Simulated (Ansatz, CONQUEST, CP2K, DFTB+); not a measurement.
**A faulty CP2K run on Al(100)/Rh(100) interface (51 atoms)**

Program: CP2K 2026.2, a calculation on a cell of 24 Al and 27 Rh, 17.0 Å³ an atom.

input.inp

```
&GLOBAL
  PROJECT cell
  RUN_TYPE ENERGY_FORCE
  PRINT_LEVEL LOW
&END GLOBAL
&FORCE_EVAL
  METHOD QS
  STRESS_TENSOR ANALYTICAL
  &DFT
    BASIS_SET_FILE_NAME BASIS_MOLOPT_UZH
    POTENTIAL_FILE_NAME POTENTIAL_UZH
    &MGRID
      CUTOFF 600
      REL_CUTOFF 60
      NGRIDS 5
    &END MGRID
    &QS
      EPS_DEFAULT 1.0E-12
    &END QS
    &SCF
      SCF_GUESS ATOMIC
      EPS_SCF 1.0E-06
      MAX_SCF 25
      ADDED_MOS 39
      &DIAGONALIZATION
        ALGORITHM STANDARD
      &END DIAGONALIZATION
      &SMEAR ON
        METHOD FERMI_DIRAC
        ELECTRONIC_TEMPERATURE [K] 580
      &END SMEAR
      &MIXING
        METHOD BROYDEN_MIXING
        ALPHA 0.15
        NBROYDEN 8
      &END MIXING
      &PRINT
        &RESTART OFF
        &END RESTART
      &END PRINT
    &END SCF
    &XC
      &XC_FUNCTIONAL PBE
      &END XC_FUNCTIONAL
    &END XC
    &PRINT
      &MULLIKEN ON
      &END MULLIKEN
      &HIRSHFELD ON
        SHAPE_FUNCTION DENSITY
      &END HIRSHFELD
      &MO ON
        EIGENVALUES T
        OCCUPATION_NUMBERS T
        MO_INDEX_RANGE 255 278
        &EACH
          QS_SCF 0
        &END EACH
        ADD_LAST NUMERIC
      &END MO
    &END PRINT
  &END DFT
  &SUBSYS
    &CELL
      A 8.06740 0.00000 0.00000
      B 0.00000 8.06740 0.00000
      C 0.00000 0.00000 13.30596
    &END CELL
    &COORD
      Al 11.48723 11.55020 25.07915
      Al 11.42138 7.65648 3.73644
      Al 11.37854 11.44958 7.74142
      Al 3.77450 11.44333 0.03973
      Al 3.89448 7.62355 3.77742
      Al 3.72816 11.42000 7.68208
      Al 7.66166 7.64520 25.08644
      Al 7.52080 3.78990 3.86593
      Al 7.70130 7.72325 7.68937
      Al 11.52016 3.84676 25.04571
[... 37 atom lines left out ...]
      Rh 7.45464 8.44906 19.98416
      Rh 12.55682 8.40287 12.79190
      Rh 15.03032 6.08411 16.39809
      Rh 12.34537 8.41461 19.89742
    &END COORD
    &KIND Al
      BASIS_SET DZVP-MOLOPT-PBE-GTH-q3
      POTENTIAL GTH-PBE-q3
    &END KIND
    &KIND Rh
      BASIS_SET DZVP-MOLOPT-PBE-GTH-q17
      POTENTIAL GTH-PBE-q17
    &END KIND
  &END SUBSYS
  &PRINT
    &FORCES ON
    &END FORCES
    &STRESS_TENSOR ON
    &END STRESS_TENSOR
  &END PRINT
&END FORCE_EVAL
```

Run with:

```console
$ OMP_NUM_THREADS=1 mpirun -np 4 cp2k.psmp -i input.inp > output.txt
```

Numbers of over 12 decimals in the logs are rounded to 6 here.

The log of the run:

```text
CP2K| version string:                                       CP2K version 2026.2
 CP2K| Input file name                                                 input.inp
 GLOBAL| Basis set file name                                    BASIS_MOLOPT_UZH
 GLOBAL| Potential file name                                       POTENTIAL_UZH
 GLOBAL| Run type                                                   ENERGY_FORCE
 GLOBAL| Total number of message passing processes                             4
 GLOBAL| Number of threads for this process                                    1
 TOTAL NUMBERS AND MAXIMUM NUMBERS
  Total number of            - Atomic kinds:                                   2
                             - Atoms:                                         51
                             - Shell sets:                                    51
                             - Shells:                                       336
                             - Primitive Cartesian functions:                285
                             - Cartesian basis functions:                   1173
[... lines left out ...]
                        Smear method:                                FERMI_DIRAC
[... lines left out ...]
                        Electronic temperature [a.u.]:                  1.84E-03
                        Accuracy threshold:                             1.00E-10
 Extrapolation method: initial_guess
 Number of electrons:                                                        531
 Number of occupied orbitals:                                                266
 Number of molecular orbitals:                                               305
 Number of orbital functions:                                               1014
 Number of independent orbital functions:                                   1014
 SCF WAVEFUNCTION OPTIMIZATION
  Step     Update method      Time    Convergence         Total energy    Change
     1 NoMix/Diag. 0.15E+00    2.4 14134.36941380     -2848.5056792457 -2.85E+03
     2 Broy./Diag. 0.15E+00    4.6  3843.64464609     -2713.9853517712  1.35E+02
     3 Broy./Diag. 0.15E+00    4.7  1403.16343350     -2729.7310313914 -1.57E+01
     4 Broy./Diag. 0.15E+00    5.0   662.83178212     -2763.3414939191 -3.36E+01
[...]
24 Broy./Diag. 0.15E+00    5.1     0.70828395     -2850.9465237604 -5.77E-02
    25 Broy./Diag. 0.15E+00    5.0     1.87834451     -2850.9683381613 -2.18E-02
  Leaving inner SCF loop after reaching    25 steps.
  Electronic density on regular grids:       -530.9999999999        0.0000000001
  Core density on regular grids:              530.9999999996       -0.0000000004
  Total charge density on r-space grids:       -0.0000000003
  Total charge density g-space grids:          -0.0000000003
  Overlap energy of the core charge distribution:              34.047302
  Self energy of the core charge distribution:              -5463.843772
  Core Hamiltonian energy:                                   1444.793231
  Hartree energy:                                            1479.016317
  Exchange-correlation energy:                               -344.962816
  Electronic entropic energy:                                  -0.018642
  Fermi energy:                                                 0.288108
  Total energy:                                             -2850.968338
  Total energy (extrapolated to T->0):                      -2850.959017
 *   ___                                                                       *
 *  /   \                                                                      *
 * [ABORT]                                                                     *
 *  \___/     SCF run NOT converged. To continue the calculation regardless,   *
 *    |             please set the keyword IGNORE_CONVERGENCE_FAILURE.         *
 *  O/|                                                                        *
 * /| |                                                                        *
```

The job ended after 2.2 min (4 MPI ranks of AMD EPYC 9R45, shared host; peak memory 3.1 GiB; 8.6 min of CPU time).

Banners, paths, timers and routine set-up lines are dropped from the logs unmarked, and long logs keep their key lines alone; longer cuts are marked.

**Question.** What is wrong with this input?

Coordinates in bohr read as angstrom: coordinates scaled by 1.8897. Mend: give the lengths in ångström, or name the unit.

The run ended unconverged.

[Also dropped from logs without a mark: logging warnings of Python, and SIESTA's first energy breakdown and zero terms.]

[Logs are printed without paths, hosts, clocks, repeated set-up lines and the standing remarks that a program may print on its own settings, such as how far it seeks lower states.]

[Hosts, paths, dates, database ids (printed as entryN), source tags and the programs' standing remarks are cut or masked in the printed files.]
